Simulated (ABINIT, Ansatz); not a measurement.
An input for Ansatz 0.2.0 (LiCaH3 (R-3c)):

```yaml
crystal:
  lattice:
    - [2.605565885, 1.5043241651, 4.1424358749]
    - [-2.605565885, 1.5043241651, 4.1424358749]
    - [0.0, -3.0086483302, 4.1424358749]
  atoms:
    - { symbol: Li, position: [0.0, 0.0, 0.0] }
    - { symbol: Li, position: [0.5, 0.5, 0.5] }
    - { symbol: Ca, position: [0.25, 0.25, 0.25] }
    - { symbol: Ca, position: [0.75, 0.75, 0.75] }
    - { symbol: H, position: [0.698431, 0.801569, 0.25] }
    - { symbol: H, position: [0.25, 0.698431, 0.801569] }
    - { symbol: H, position: [0.801569, 0.25, 0.698431] }
    - { symbol: H, position: [0.75, 0.301569, 0.198431] }
    - { symbol: H, position: [0.198431, 0.75, 0.301569] }
    - { symbol: H, position: [0.301569, 0.198431, 0.75] }
kpoints:
  mp_grid: { grid: [6, 6, 6] }
hamiltonian:
  xc: lda
scf:
  occupations: { method: fixed }
dielectric: {}
```

```sh
ansatz run input.yaml --threads 1 --pin off --max-ram 1382MiB --backend cpu --events-out ev --progress --plain --runs-dir out
```

**Question.** Estimate wall time and host memory on 1 thread of Arm Neoverse V1, shared host.

It took 1.7 min; on shared hardware allow 51 s to 3.4 min. Peak host memory was 0.83 GiB.

[Paths, hosts, dates, memory and timing lines, banners, echoed tables and standing remarks are left out of the program output.]

[Logs are printed without paths, hosts, clocks, repeated set-up lines and the standing remarks that a program may print on its own settings, such as how far it seeks lower states.]

[Runs of the session that timed out or met a known fault of the program may be left out.]

[Hosts, paths, dates, database ids (printed as entryN), source tags and the programs' standing remarks are cut or masked in the printed files.]

[G0W0 gaps are taken among the corrected bands and points alone; a level outside them can change the order at an edge.]

[Where Ansatz stands beside ABINIT at settings called matched, ABINIT's density can come from a denser mesh and the files from another edition; pairs whose starting gaps differed by over 0.03 eV were left out, so agreement reads better than it is.]
